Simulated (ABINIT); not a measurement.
# RbSnH3 (Pm-3m): zone-centre phonons, part 2 of 4

Which modes does RbSnH3 (Pm-3m) have at the zone centre?

ABINIT 10.8.3; DFT PBEsol, scalar-relativistic, plane waves, PseudoDojo stringent norm-conserving pseudopotentials.

So far. Step 5 (Relaxing the cell and atoms): The volume changes by -0.9 % in this run and stands -25.7 % from the first cell. Step 6 (Self-consistent run for the response): The cell stands at -0.31 GPa: the relaxation ran with a smoothed and higher cutoff, and the difference is a stress of the finite basis. The relaxed cell has a = 4.350 Å (conventional setting).

The structure was built from a prototype and need not be the compound's stable phase.

## Step 7: Zone-centre response

At q = 0 one unit cell holds all displacements. The response is solved for single atoms along the cell's directions, and symmetry skips those that follow from others. The crystal is treated as a metal, which screens a static field, so no field response is asked.

Input file dfpt_gamma.abi:

```

# common to the responses
getwfk_filepath "gso_WFK"
kptopt 2
nqpt 1
qpt 0.0 0.0 0.0
asr 0
chneut 0

# displacements
rfphon 1
rfatpol 1 5
rfdir 1 1 1
tolvrs 1.0d-10
prtwf 0

# basis, mesh and filling
ecut 45.0
ngkpt 6 6 6
nshiftk 1
shiftk 0.0 0.0 0.0
istwfk *1
occopt 7
tsmear 0.01
nband 25
nstep 100
diemac 1000000.0
prtebands 0
prtgsr 0
useylm 1

# cell and atoms
acell 8.220526936 8.220526936 8.220526936
rprim 
    1.0 0.0 0.0
    0.0 1.0 0.0
    0.0 0.0 1.0
ntypat 3
znucl 37 50 1
natom 5
typat 1 2 3 3 3
xred 
    0.0 0.0 0.0
    0.5 0.5 0.5
    0.5 0.5 0.0
    0.5 0.0 0.5
    0.0 0.5 0.5
pp_dirpath "./pseudo"
pseudos "Rb.upf, Sn.upf, H.upf"
```

On the command line:

```sh
$ OMP_NUM_THREADS=1 mpirun -n 4 abinit dfpt_gamma.abi > dfpt_gamma.log
```

Numbers of over 12 decimals in the logs are rounded to 6 here.

dfpt_gamma.abo, the main output file:

```text
[banners, grids, parts of the stress and lines that vanish by symmetry left out]
- input  file    -> dfpt_gamma.abi
- output file    -> dfpt_gamma.abo
- root for input  files -> dfpt_gammai
- root for output files -> dfpt_gammao

 Symmetries : space group Pm -3 m (#221); Bravais cP (primitive cubic)
================================================================================
 Values of the parameters that define the memory need of the present run (RF).
     intxc =       0      iscf =       7    lmnmax =      18     lnmax =       6
     mgfft =      50  mpssoang =       3    mqgrid =    3001     natom =       5
  nloc_mem =       1    nspden =       1   nspinor =       1    nsppol =       1
      nsym =      48    n1xccc =    2501    ntypat =       3    occopt =       7
   xclevel =       2
-    mband =          25        mffmem =           1         mkmem =          28
-   mkqmem =          28        mk1mem =          28           mpw =        8121
      nfft =      125000          nkpt =         112
- my_mband =          25
================================================================================
================================================================================

--------------------------------------------------------------------------------
------------- Echo of variables that govern the present computation ------------
--------------------------------------------------------------------------------
-
- outvars: echo of selected default values
-   iomode0 =  0 , fftalg0 =312 , wfoptalg0 =  0
-
- outvars: echo of global parameters not present in the input file
-  max_nthreads =    1
-
 -outvars: echo values of preprocessed input variables
 [... echo left out ...]
================================================================================

 chkinp: Checking input parameters for consistency.

[...]
== DATASET  1 ==================================================================
-   mpi_nproc: 4, omp_nthreads: 1 (-1 if OMP is not activated)

--- !DatasetInfo
iteration_state: {dtset: 1, }
dimensions: {natom: 5, nkpt: 112, mband: 25, nsppol: 1, nspinor: 1, nspden: 1, mpw: 8121, }
cutoff_energies: {ecut:  45.0, pawecutdg:  -1.0, }
electrons: {nelect:   3.40000000E+01, charge:   0.00000000E+00, occopt:   7.00000000E+00, tsmear:   1.00000000E-02, }
meta: {optdriver: 1, rfphon: 1, }
...

 mkfilename: getwfk from: gso_WFK

 Real(R)+Recip(G) space primitive vectors, cartesian coordinates (Bohr,Bohr^-1):
 R(1)=  8.2205269  0.0000000  0.0000000  G(1)=  0.1216467  0.0000000  0.0000000
 R(2)=  0.0000000  8.2205269  0.0000000  G(2)=  0.0000000  0.1216467  0.0000000
 R(3)=  0.0000000  0.0000000  8.2205269  G(3)=  0.0000000  0.0000000  0.1216467
 Unit cell volume ucvol=  5.5551907E+02 bohr^3
 Angles (23,13,12)=  9.00000000E+01  9.00000000E+01  9.00000000E+01 degrees
 setup1 : take into account q-point for computing boxcut.

 getcut: wavevector=  0.0000  0.0000  0.0000  ngfft=  50  50  50
         ecut(hartree)=     45.000   => boxcut(ratio)=   2.01418

--- Pseudopotential description ------------------------------------------------
- pspini: atom type   1  psp file is ./pseudo/Rb.upf

- pspini: atom type   2  psp file is ./pseudo/Sn.upf

- pspini: atom type   3  psp file is ./pseudo/H.upf

   2.14036518E+03                                ecore*ucvol(ha*bohr**3)
--------------------------------------------------------------------------------

 ==>  initialize data related to q vector <==

 The list of irreducible perturbations for this q vector is:
    1)    idir= 1    ipert=   1
    2)    idir= 1    ipert=   2
    3)    idir= 1    ipert=   3
    4)    idir= 3    ipert=   3

[...]
The perturbation idir=   2  ipert=   1 is
 symmetric of a previously calculated perturbation.
 So, its SCF calculation is not needed.

 The perturbation idir=   3  ipert=   1 is
 symmetric of a previously calculated perturbation.
 So, its SCF calculation is not needed.

 The perturbation idir=   2  ipert=   2 is
 symmetric of a previously calculated perturbation.
 So, its SCF calculation is not needed.

 The perturbation idir=   3  ipert=   2 is
 symmetric of a previously calculated perturbation.
 So, its SCF calculation is not needed.

[...]
The perturbation idir=   2  ipert=   5 is
 symmetric of a previously calculated perturbation.
 So, its SCF calculation is not needed.

 The perturbation idir=   3  ipert=   5 is
 symmetric of a previously calculated perturbation.
 So, its SCF calculation is not needed.

--------------------------------------------------------------------------------
 Perturbation wavevector (in red.coord.)   0.000000  0.000000  0.000000
 Perturbation : displacement of atom   1   along direction   1
 Found     8 symmetries that leave the perturbation invariant.

[...]
dfpt_looppert : total number of electrons, from k and k+q
  fully or partially occupied states are    3.400000E+01 and    3.400000E+01.
 Initialisation of the first-order wave-functions :
  ireadwf=   0

--- !BeginCycle
iteration_state: {dtset: 1, }
solver: {iscf: 7, nstep: 100, nline: 4, wfoptalg: 0, }
tolerances: {tolvrs: 1.00E-10, }
...

     iter   2DEtotal(Ha)        deltaE(Ha) residm    vres2
-ETOT  1   1.384349     -1.239E+03 5.682E+00 3.294E+02
 ETOT  2  0.739492     -6.449E-01 2.268E-01 9.251E+01
 ETOT  3  0.716640     -2.285E-02 3.114E-02 8.362E+00
 ETOT  4  0.715702     -9.385E-04 5.068E-03 2.054E-01
 ETOT  5  0.715676     -2.554E-05 2.544E-03 4.724E-02
[...]
At SCF step   10       vres2   =  2.53E-11 < tolvrs=  1.00E-10 =>converged.
[...]
Mean square residual over all n,k,spin=   37.434E-10; max=  25.342E-07

 Thirteen components of 2nd-order total energy (hartree) are
 1,2,3: 0th-order hamiltonian combined with 1st-order wavefunctions
     kin0=   8.44525629E+02 eigvalue=   1.13391250E+02  local=  -4.08688959E+02
 4,5,6: 1st-order hamiltonian combined with 1st and 0th-order wfs
 loc psp =  -9.75701286E+02  Hartree=   3.48088538E+02     xc=  -9.31152735E+01
 note that "loc psp" includes a xc core correction that could be resolved
 7,8,9: eventually, occupation + non-local contributions
    edocc=   1.05596628E+02     enl0=   3.30179003E+02   enl1=  -1.50425234E+03
 1-9 gives the relaxation energy (to be shifted if some occ is /=2.0)
   erelax=  -1.23997681E+03
 10,11,12 Non-relaxation  contributions : frozen-wavefunctions and Ewald
 fr.local=   3.90819841E+02 fr.nonlo=   7.53468933E+02  Ewald=   1.14649317E+02
 13,14 Frozen wf xc core corrections (1) and (2)
 frxc 1  =  -1.81873326E+02  frxc 2 =   1.63627718E+02
 Resulting in :
 2DEtotal=    0.7156689620E+00 Ha. Also 2DEtotal=    0.194743445499E+02 eV
    (2DErelax=   -1.2399768150E+03 Ha. 2DEnonrelax=    1.2406924839E+03 Ha)
    (  non-var. 2DEtotal :    7.1566859607E-01 Ha)

[...]
Perturbation wavevector (in red.coord.)   0.000000  0.000000  0.000000
 Perturbation : displacement of atom   2   along direction   1
 Found     8 symmetries that leave the perturbation invariant.

[...]
dfpt_looppert : total number of electrons, from k and k+q
  fully or partially occupied states are    3.400000E+01 and    3.400000E+01.
 Initialisation of the first-order wave-functions :
  ireadwf=   0

--- !BeginCycle
iteration_state: {dtset: 1, }
solver: {iscf: 7, nstep: 100, nline: 4, wfoptalg: 0, }
tolerances: {tolvrs: 1.00E-10, }
...

     iter   2DEtotal(Ha)        deltaE(Ha) residm    vres2
-ETOT  1   7.847939     -2.696E+04 2.552E+01 9.390E+02
[...]
At SCF step   11       vres2   =  2.76E-11 < tolvrs=  1.00E-10 =>converged.
[...]
Mean square residual over all n,k,spin=   54.881E-11; max=  16.097E-08

 Thirteen components of 2nd-order total energy (hartree) are
 1,2,3: 0th-order hamiltonian combined with 1st-order wavefunctions
     kin0=   3.13128267E+04 eigvalue=   3.47434526E+03  local=  -1.95522588E+04
 4,5,6: 1st-order hamiltonian combined with 1st and 0th-order wfs
 loc psp =  -2.98794306E+04  Hartree=   8.89916021E+03     xc=  -1.15973016E+03
 note that "loc psp" includes a xc core correction that could be resolved
 7,8,9: eventually, occupation + non-local contributions
    edocc=   1.54895538E+02     enl0=   3.83964049E+03   enl1=  -2.40583276E+04
 1-9 gives the relaxation energy (to be shifted if some occ is /=2.0)
   erelax=  -2.69688791E+04
 10,11,12 Non-relaxation  contributions : frozen-wavefunctions and Ewald
 fr.local=   1.48512685E+04 fr.nonlo=   1.20038809E+04  Ewald=   1.34521865E+02
 13,14 Frozen wf xc core corrections (1) and (2)
 frxc 1  =  -8.07246881E+02  frxc 2 =   7.86445063E+02
 Resulting in :
 2DEtotal=   -0.9717378917E-02 Ha. Also 2DEtotal=   -0.264423351018E+00 eV
    (2DErelax=   -2.6968879143E+04 Ha. 2DEnonrelax=    2.6968869425E+04 Ha)
    (  non-var. 2DEtotal :   -9.7202839671E-03 Ha)

[...]
Perturbation wavevector (in red.coord.)   0.000000  0.000000  0.000000
 Perturbation : displacement of atom   3   along direction   1
 Found     4 symmetries that leave the perturbation invariant.

[...]
dfpt_looppert : total number of electrons, from k and k+q
  fully or partially occupied states are    3.400000E+01 and    3.400000E+01.
 Initialisation of the first-order wave-functions :
  ireadwf=   0

--- !BeginCycle
iteration_state: {dtset: 1, }
solver: {iscf: 7, nstep: 100, nline: 4, wfoptalg: 0, }
tolerances: {tolvrs: 1.00E-10, }
...

     iter   2DEtotal(Ha)        deltaE(Ha) residm    vres2
-ETOT  1  0.998741     -6.316E+01 3.845E-01 1.290E+03
[...]
At SCF step   11       vres2   =  2.23E-11 < tolvrs=  1.00E-10 =>converged.
[...]
Mean square residual over all n,k,spin=   36.452E-11; max=  32.503E-08

 Thirteen components of 2nd-order total energy (hartree) are
 1,2,3: 0th-order hamiltonian combined with 1st-order wavefunctions
     kin0=   6.80643377E+01 eigvalue=  -2.65293651E-01  local=  -1.39997264E+01
 4,5,6: 1st-order hamiltonian combined with 1st and 0th-order wfs
 loc psp =  -9.16144127E+01  Hartree=   1.46490314E+01     xc=  -9.09016193E+00
 note that "loc psp" includes a xc core correction that could be resolved
 7,8,9: eventually, occupation + non-local contributions
    edocc=   4.92416770E+00     enl0=  -9.21571651E-01   enl1=  -3.51071535E+01
 1-9 gives the relaxation energy (to be shifted if some occ is /=2.0)
   erelax=  -6.33607831E+01
 10,11,12 Non-relaxation  contributions : frozen-wavefunctions and Ewald
 fr.local=   6.56361687E+01 fr.nonlo=   1.77437910E+01  Ewald=  -1.92203551E+01
 13,14 Frozen wf xc core corrections (1) and (2)
 frxc 1  =   0.00000000E+00  frxc 2 =   0.00000000E+00
 Resulting in :
 2DEtotal=    0.7988214955E+00 Ha. Also 2DEtotal=    0.217370402556E+02 eV
    (2DErelax=   -6.3360783094E+01 Ha. 2DEnonrelax=    6.4159604590E+01 Ha)
    (  non-var. 2DEtotal :    7.9882149227E-01 Ha)

[...]
Perturbation wavevector (in red.coord.)   0.000000  0.000000  0.000000
 Perturbation : displacement of atom   3   along direction   3
 Found     8 symmetries that leave the perturbation invariant.

--------------------------------------------------------------------------------

--------------------------------------------------------------------------------

 dfpt_looppert : total number of electrons, from k and k+q
  fully or partially occupied states are    3.400000E+01 and    3.400000E+01.
 Initialisation of the first-order wave-functions :
  ireadwf=   0

--- !BeginCycle
iteration_state: {dtset: 1, }
solver: {iscf: 7, nstep: 100, nline: 4, wfoptalg: 0, }
tolerances: {tolvrs: 1.00E-10, }
...

     iter   2DEtotal(Ha)        deltaE(Ha) residm    vres2
-ETOT  1  -3.567430     -6.966E+01 8.640E-01 6.529E+02
[...]
ETOT  9  -3.739867     -7.432E-12 1.060E-05 2.706E-09
 ETOT 10  -3.739867     -6.963E-13 2.341E-06 2.166E-11

 At SCF step   10       vres2   =  2.17E-11 < tolvrs=  1.00E-10 =>converged.
[...]
Mean square residual over all n,k,spin=   27.053E-10; max=  23.406E-07

 Thirteen components of 2nd-order total energy (hartree) are
 1,2,3: 0th-order hamiltonian combined with 1st-order wavefunctions
     kin0=   7.00323841E+01 eigvalue=  -9.81813184E-02  local=  -1.63778470E+01
 4,5,6: 1st-order hamiltonian combined with 1st and 0th-order wfs
 loc psp =  -1.02311109E+02  Hartree=   1.82987053E+01     xc=  -1.16727753E+01
 note that "loc psp" includes a xc core correction that could be resolved
 7,8,9: eventually, occupation + non-local contributions
    edocc=   1.05857979E+01     enl0=  -9.34277040E-01   enl1=  -3.73565043E+01
 1-9 gives the relaxation energy (to be shifted if some occ is /=2.0)
   erelax=  -6.98338066E+01
 10,11,12 Non-relaxation  contributions : frozen-wavefunctions and Ewald
 fr.local=  -3.94373842E+01 fr.nonlo=   1.66449138E+01  Ewald=   8.88864096E+01
 13,14 Frozen wf xc core corrections (1) and (2)
 frxc 1  =   0.00000000E+00  frxc 2 =   0.00000000E+00
 Resulting in :
 2DEtotal=   -0.3739867402E+01 Ha. Also 2DEtotal=   -0.101766976391E+03 eV
    (2DErelax=   -6.9833806551E+01 Ha. 2DEnonrelax=    6.6093939149E+01 Ha)
    (  non-var. 2DEtotal :   -3.7398674187E+00 Ha)

[...]
---- first-order wavefunction calculations are completed ----

 ==> Compute Derivative Database <==

 [... matrices left out ...]
  Phonon wavevector (reduced coordinates) :  0.00000  0.00000  0.00000
 Phonon energies in Hartree :
  -5.510182E-03 -5.510182E-03 -5.510182E-03  1.434757E-05  1.434757E-05
   1.434757E-05  3.575706E-04  3.575706E-04  3.575706E-04  2.493483E-03
   2.493483E-03  2.493483E-03  2.613552E-03  2.613552E-03  2.613552E-03
 Phonon frequencies in cm-1    :
- -1.209345E+03 -1.209345E+03 -1.209345E+03  3.148927E+00  3.148927E+00
-  3.148927E+00  7.847768E+01  7.847768E+01  7.847768E+01  5.472562E+02
-  5.472562E+02  5.472562E+02  5.736083E+02  5.736083E+02  5.736083E+02

== END DATASET(S) ==============================================================
================================================================================

 -outvars: echo values of variables after computation
            acell      8.2205269360E+00  8.2205269360E+00  8.2205269360E+00 Bohr
           etotal     -3.7398674022E+00
            fcart      0.0000000000E+00  0.0000000000E+00  0.0000000000E+00
           strten      0.0000000000E+00  0.0000000000E+00  0.0000000000E+00
================================================================================
```

It took 5.7 min on 4 MPI ranks of Arm Neoverse V1, shared host.

This step gave:

| Quantity | Value |
| --- | --- |
| largest acoustic frequency at the zone centre before the sum rule | 3.15 cm⁻¹ |
| highest optical zone-centre mode (no LO-TO term) | 573.6 cm⁻¹ |
| lowest optical zone-centre mode | -1209 cm⁻¹ |

The acoustic modes at Γ come out as far as 3.1 cm⁻¹ from zero, where they should vanish, a small numerical error. The lowest optical mode is imaginary, 1209i cm⁻¹, an instability at this level and on this k mesh.

(Part 2 of 4 ends here.)

[Host names and launcher messages were left out of these logs when they were recorded.]

[Logs are printed without paths, hosts, clocks, repeated set-up lines and the standing remarks that a program may print on its own settings, such as how far it seeks lower states.]

[Hosts, paths, dates, database ids (printed as entryN), source tags and the programs' standing remarks are cut or masked in the printed files.]
